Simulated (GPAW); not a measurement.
# C/Au(110) in an electric field, part 2 of 2

Aim: the dipole that a field along the normal induces in C/Au(110).

GPAW 26.7.0; GPAW, PAW setups; slab in vacuum, relaxation (the session's first sound run).

So far. Step 8 (Field on): The dipole is now 0.0308 e Å, against -0.030 in the run without a field.

## 9. Field on

run.py

```python
import json
import numpy as np
from ase import Atoms
from gpaw import GPAW, PW
from gpaw.external import ConstantElectricField

slab = Atoms(
    ['Au', 'Au', 'Au', 'Au', 'Au', 'C'],
    positions=[
        [0.00000, 0.00000, 7.00000],
        [2.04000, 1.44250, 8.44250],
        [0.00000, 0.00000, 10.00087],
        [2.04000, 1.44250, 11.53014],
        [0.00000, -0.00000, 13.86500],
        [2.04000, 1.44250, 13.59126]],
    cell=[[4.08, 0.0, 0.0], [0.0, 2.885, 0.0], [0.0, 0.0, 20.26999]],
    pbc=[True, True, False])

slab.calc = GPAW(mode=PW(500), xc='PBE', kpts={'size': (8, 11, 1), 'gamma': True},
                 occupations={'name': 'fermi-dirac', 'width': 0.1}, nbands='160%',
                 convergence={'density': 1e-05}, maxiter=200,
                 poissonsolver={'dipolelayer': 'xy'},
                 external=ConstantElectricField(0.2, [0, 0, 1]),
                 symmetry={'tolerance': 1e-3}, txt='slab.txt')
result = {}
energy = slab.get_potential_energy()
fermi = slab.calc.get_fermi_level()
v = slab.calc.get_electrostatic_potential().mean((0, 1)) - fermi
n = slab.calc.get_pseudo_density().mean((0, 1))
L = slab.cell[2, 2]
z = np.arange(len(v)) * L / len(v)
low, high = slab.positions[:, 2].min(), slab.positions[:, 2].max()
below, above = np.interp([low - 4.8, high + 4.8], z, v)
slopes = [np.interp(x, z, np.gradient(v, z)) for x in (low - 4.8, high + 4.8)]
eps = np.array([[slab.calc.get_eigenvalues(k, s) for k in range(len(slab.calc.get_ibz_k_points()))]
                for s in range(slab.calc.get_number_of_spins())]) - fermi
top, bottom = eps[eps < 0].max(), eps[eps > 0].min()
dipole = slab.get_dipole_moment()[2]
print(f'energy {energy:.4f} eV, Fermi level {fermi:.4f} eV, dipole {dipole:.5f} e A')
print(f'potential 4.8 A off the faces, from the Fermi level: lower {below:.4f} eV, upper {above:.4f} eV')
print(f'slope of the potential there: lower {slopes[0]:.5f}, upper {slopes[1]:.5f} eV/A')
print(f'nearest levels on the mesh: {top:.4f} and {bottom:.4f} eV')
print('magnetic moment', round(slab.get_magnetic_moment(), 3))
result.update(energy=energy, fermi=fermi, dipole=dipole, below=below, above=above, slopes=slopes, edges=[top, bottom],
              z=z.tolist(), v=v.tolist(), n=n.tolist(), positions=slab.positions.tolist(),
              forces=slab.get_forces(apply_constraint=False).tolist(), moments=slab.get_magnetic_moments().tolist())
json.dump(result, open('result.json', 'w'))
```

Command:

```bash
$ OMP_NUM_THREADS=1 OPENBLAS_NUM_THREADS=1 python run.py
```

Log:

```text
energy -19.4994 eV, Fermi level 0.4694 eV, dipole 0.09179 e A
potential 4.8 A off the faces, from the Fermi level: lower 6.0146 eV, upper 4.6035 eV
slope of the potential there: lower -0.00031, upper 0.00006 eV/A
nearest levels on the mesh: -0.0143 and 0.0199 eV
magnetic moment 0.0
```

It took 8.4 min on 1 thread of Arm Neoverse V1, shared host; peak memory 0.52 GiB.

The electrostatic potential energy of an electron (without an applied field's), less the Fermi level, planar mean oscillates, so the rows of the table below give means over windows of 1.54 Å about each position, cut where the curve ends. Its maxima inside the range that stand out by 2 % of the span (Å: eV): 1.1: 6.01, 7.7: -5.35, 9.3: -4.34, 10.8: -5.23, 12.6: 1.13. Its minima: 7.0: -12.0, 8.4: -12.8, 10.0: -13.2, 11.5: -13.2, 13.7: -20.7.

Electrostatic potential energy of an electron (without an applied field's), less the Fermi level, planar mean against z; means over each step:

```csv
z (Å),"electrostatic potential energy of an electron (without an applied field's), less the Fermi level, planar mean (eV)"
0.77,5.93
2.31,6.01
3.85,6.00
5.39,5.07
6.93,-7.00
8.47,-8.66
10.01,-8.88
11.55,-8.30
13.09,-7.29
14.63,-3.58
16.17,4.50
17.71,4.60
19.25,4.62
```

The dipole is now 0.0918 e Å, against -0.030 in the run without a field.

## 10. Field on

Edit run.py of step 9 so:

```diff
@@ -22,3 +22,3 @@
                  poissonsolver={'dipolelayer': 'xy'},
-                 external=ConstantElectricField(0.2, [0, 0, 1]),
+                 external=ConstantElectricField(0.3, [0, 0, 1]),
                  symmetry={'tolerance': 1e-3}, txt='slab.txt')
```

Log:

```text
energy -19.5116 eV, Fermi level 0.4806 eV, dipole 0.15302 e A
potential 4.8 A off the faces, from the Fermi level: lower 6.4646 eV, upper 4.1123 eV
slope of the potential there: lower -0.00038, upper 0.00005 eV/A
nearest levels on the mesh: -0.0125 and 0.0235 eV
magnetic moment 0.0
```

Run time: 9.3 min. Hardware: 1 thread; peak memory 0.51 GiB.

Electrostatic potential energy of an electron (without an applied field's), less the Fermi level, planar mean against z:

```csv
z (Å),"electrostatic potential energy of an electron (without an applied field's), less the Fermi level, planar mean (eV)"
0.0,5.29
0.5,6.46
1.0,6.46
1.5,6.46
2.0,6.46
2.5,6.46
3.0,6.46
3.5,6.46
4.0,6.45
4.5,6.42
5.0,6.29
5.5,5.80
6.0,3.79
6.5,-3.51
7.0,-11.6
7.5,-6.50
8.0,-7.57
8.5,-12.6
9.0,-5.65
9.5,-6.59
10.0,-13.1
10.5,-7.27
11.0,-6.90
11.5,-13.3
12.0,-6.27
12.5,0.551
13.0,-2.16
13.5,-17.6
14.0,-16.7
14.5,-3.52
15.0,2.42
15.5,3.75
16.0,4.03
16.5,4.10
17.0,4.11
17.5,4.11
18.0,4.11
18.5,4.11
19.0,4.11
19.5,4.11
20.0,4.43
```

The dipole is now 0.153 e Å, against -0.030 in the run without a field.

## 11. The series

The members are put on one axis.

This step: induced dipole against applied field (GPAW 26.7.0).

Table of dipole along the normal by field:

```csv
field (V/Å),dipole along the normal (e·Å)
-0.200,-0.152
-0.100,-0.0910
-0.050,-0.0606
0.000,-0.0303
0.050,4.1e-4
0.100,0.0308
0.200,0.0918
0.300,0.153
```

## 12. Outcome

| Quantity | Value |
| --- | --- |
| work function, upper and lower face | 5.586 and 5.124 eV |
| dipole along the normal | -0.0303 e Å |
| induced dipole per field | 0.610 e Å per V/Å |
| out-of-plane polarisability per area, α/(ε0 A) | 9.37 Å |

What this shows: The field induces 0.610 e Å per V/Å, a polarisable thickness α/(ε0 A) of 9.37 Å beside 6.86 Å between the outermost nuclei. A perfect conductor would give the distance between its two image planes; a dielectric of thickness t gives t(1 - 1/ε). The two faces differ by 0.46 eV, the step that the slab's dipole makes (e p/(ε0 A) gives 0.47 eV), so the dipole layer is needed. The induced dipole is linear in the field over this range. The cell of 11.8 Å² holds one C, started on one chosen site; other sites and coverages weren't tried. The in-plane lattice was kept as typed, which isn't the functional's own and leaves some strain; spin-orbit coupling and temperature are left out.

[Logs are printed without paths, hosts, clocks, repeated set-up lines and the standing remarks that a program may print on its own settings, such as how far it seeks lower states.]

[Hosts, paths, dates, database ids (printed as entryN), source tags and the programs' standing remarks are cut or masked in the printed files.]
